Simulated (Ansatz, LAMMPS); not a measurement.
**What do other settings change for free surface of ionic liquid triethylsulfonium acetate with Li salt at 300 K (95 atoms)?**

The cell holds 95 atoms: 26 C, 3 S, 57 H, 8 O and 1 Li. Cell: a = 9.537 Å, b = 9.537 Å, c = 22.261 Å, α = 90.0°, β = 90.0°, γ = 90.0°. 3 triethylsulfonium, 4 acetate, 1 Li+ placed at random, at 1.07 g/cm³, as a film with 12 Å of vacuum; overlaps pushed apart, then 10 ps at 340 K with Joung-Cheatham ions (J. Phys. Chem. B 112, 9020 (2008)); MMFF94 bonds, angles, torsions, charges and radii (Halgren, J. Comput. Chem. 17, 490 (1996)) in harmonic and 12-6 forms; charges of ions scaled by 0.8. Snapshot after 30 ps at 300 K and fixed volume. Vacuum lies along c.

Geometry: as built.

Reference run: Kohn-Sham DFT, PBE+D3(BJ), PAW (set soft_2), plane waves (Ansatz 0.2.0), cutoff 750 eV, Γ point, fixed occupations.

```
r.m.s. force component                           : 0.9408 eV/Å
gap (highest filled to lowest empty level) : 1.327 eV
SCF cycles                                       : 10
time                                             : 21 s on 4 threads of Intel Xeon Platinum 8259CL at 2.50GHz (Skylake/Cascade Lake), shared host
```

**Question.** The same geometry is run again with each of these changes. How far do the results move, and how long does each run take?
- support functions medium
- support functions low
- support functions medium, spacing 0.33 Å
- support functions medium, spacing 0.238 Å
- support functions medium, spacing 0.211 Å
- support functions medium, spacing 0.165 Å
- support functions medium, spacing 0.147 Å

Differences are against the run with plane waves at 750 eV (Kohn-Sham DFT, PBE+D3(BJ), PAW (set soft_2), plane waves), whose r.m.s. force component is 0.941 eV/Å. Energies are set beside the reference only for runs with its functional, potentials and electron count. Times are for 4 threads of Intel Xeon Platinum 8259CL at 2.50GHz (Skylake/Cascade Lake), shared host.

```tsv
run	Δ force, r.m.s. (meV/Å)	share of r.m.s. force (%)	Δ energy (meV/atom)	Δ gap (eV)	cycles	time	host memory (GiB)
reference	-	-	-	-	10	21 s	3.9
support functions medium	0.57	0.0606	-0.385	-8.0e-4	17	2.2 min	4.4
support functions low	0.573	0.0609	-0.384	-5.0e-4	15	1.8 min	3.8
support functions medium, spacing 0.33 Å	49.8	5.29	17.6	-7.0e-4	17	59 s	2.0
support functions medium, spacing 0.238 Å	1.19	0.127	-0.560	-1.0e-4	16	90 s	3.2
support functions medium, spacing 0.211 Å	0.744	0.0791	-0.453	-3.0e-4	17	96 s	3.3
support functions medium, spacing 0.165 Å	0.481	0.0511	-0.398	-0.001	17	2.5 min	5.1
support functions medium, spacing 0.147 Å	0.557	0.0592	-0.415	0.001	18	4.1 min	6.3
```

Among numerical settings the force difference runs from 0.48 meV/Å (support functions medium, spacing 0.165 Å) to 50 meV/Å (support functions medium, spacing 0.33 Å). At 95 atoms the fastest of the runs at a preset level, support functions low, takes 5.3 times the time of plane waves, in 15 SCF cycles against 10. Differences between support functions and plane waves include what basis error the plane-wave run still has. As the typed spacing goes from 0.147 to 0.33 Å, the force difference goes from 0.56 to 50 meV/Å (not steadily; the least is 0.48 at 0.165 Å), and the time from 4.1 min to 59 s. 

[Logs are printed without paths, hosts, clocks, repeated set-up lines and the standing remarks that a program may print on its own settings, such as how far it seeks lower states.]

[Hosts, paths, dates, database ids (printed as entryN), source tags and the programs' standing remarks are cut or masked in the printed files.]

[The MMFF94 radii named for the starting cell were scaled by 0.96; in molecules described by MMFF94, hydrogen bound to N, O or S took a small fixed 12-6 site in their place.]
